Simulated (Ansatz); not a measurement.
In doubt: masses and optical values from hybrid runs of this build are listed as unsure, which bears on the screening that GW takes from such a start.

Rows from a G0W0 calculation on Nb2Sn2O7 (Fd-3m) (Ansatz 0.2.0; G0W0 on PBE0, plane waves, PAW; 2×2×2 mesh, 432 empty bands, screening to 72 eV), in eV. Spin-orbit coupling is left out.

```
row                       k  band   start       Σx  Σc at the solution      Vxc
  A  (0.000, 0.000, -0.500)    c1  11.497  -13.354              -4.522  -18.246
  B                       Γ    v1   8.801  -21.505               2.469  -19.663
  C  (0.000, 0.000, -0.500)    c3  11.523  -13.033              -4.606  -17.983
  D                       Γ    c3  11.606  -13.497              -4.814  -18.702
  E                       Γ    c1  11.250  -13.504              -4.599  -18.494
  F  (0.000, 0.000, -0.500)    v1   9.062  -21.429               2.236  -19.830
```

**Question.** Give the quasiparticle energies and the shift of each level.

The quasiparticle equation reads E = start + Σx + Σc(E) − Vxc.

```
row  E (eV)  shift (eV)
  A  11.867      +0.369
  B   9.427      +0.626
  C  11.868      +0.345
  D  11.997      +0.391
  E  11.641      +0.391
  F   9.700      +0.638
```

Limits: not at the basis limit; no spin-orbit coupling; coarse k mesh.

[Paths, hosts, dates, memory and timing lines, banners, echoed tables and standing remarks are left out of the program output.]

[Logs are printed without paths, hosts, clocks, repeated set-up lines and the standing remarks that a program may print on its own settings, such as how far it seeks lower states.]

[Runs of the session that timed out or met a known fault of the program may be left out.]

[Cells called generated may have been cut or substituted from an entry of the Crystallography Open Database or the Materials Project.]

[Hosts, paths, dates, database ids (printed as entryN), source tags and the programs' standing remarks are cut or masked in the printed files.]
